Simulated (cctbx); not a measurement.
## Which space group?

Cell: a = 7.6490 Å, b = 7.5650 Å, c = 7.7160 Å, α = 90.00°, β = 108.03°, γ = 90.00°. Expected content of the cell: Pb8 Tm4 Mo6.

Simulated single-crystal data (cctbx): Ga Kα, λ = 1.3414 Å, to d = 0.83 Å, 95 % of the full sphere, strongest reflection 40000 counts, noise from counting, a 4 % proportional error and a noise floor of 8 counts (s.d.); no absorption.

A first pass over the reflections prints:

```text
2934 reflections to d = 0.830 A
centring   violations  <I/sigma> of those
    A       1205 of  1451     15.1
    B       1258 of  1460     15.5
    C       1221 of  1447     15.1
    I       1269 of  1468     15.4
    R       1657 of  1948     15.4
    F       1842 of  2179     15.2
Laue class    unique    Rint  (classes that these axes allow; Friedel mates merged)
P -1             1540   0.027
P 1 2/m 1         840   0.032
space group    extra absences  I>4sigma  <I/sigma>
P 1 2 1                 0          0         -  acentric
P 1 21 1               10          0       0.4  acentric
P 1 m 1                 0          0         -  acentric
P 1 c 1               117          0      -0.1  acentric
P 1 2/m 1               0          0         -  centric
P 1 21/m 1             10          0       0.4  centric
P 1 2/c 1             117          0      -0.1  centric
P 1 21/c 1            127          0      -0.1  centric
Wilson B = 1.46 A^2   <|E^2-1|> = 0.894 (0.968 centric, 0.736 acentric)   E^2>4: 3.0 %
shell (A)         n   <I/sigma>
 7.57 - 1.66    118     27.0
 1.66 - 1.32    101     29.1
 1.32 - 1.15    111     28.7
 1.15 - 1.05    107     23.2
 1.05 - 0.97     94     26.2
 0.97 - 0.91    111     26.8
 0.91 - 0.87    105     23.8
 0.87 - 0.83     93     20.4
```

Q: Read the symmetry from these tables.

Every centring test has many violations, so the lattice is primitive.

Rint stays low (0.027 to 0.032) up to P 1 2/m 1, the highest class in these axes.

8 settings pass the absence test. The most absences obeyed, 127, belong to P 1 21/c 1 alone.

⟨|E²−1|⟩ = 0.894 leans to a centrosymmetric structure. The Wilson B of 1.46 Å² means U ≈ 0.0185 Å².

The true group is P2_1/c (no. 14), Laue class 2/m, centrosymmetric. The tables fix it.

This is a model crystal, built by substitution and not relaxed, with assumed displacement parameters.

[Logs are printed without paths, hosts, clocks, repeated set-up lines and the standing remarks that a program may print on its own settings, such as how far it seeks lower states.]
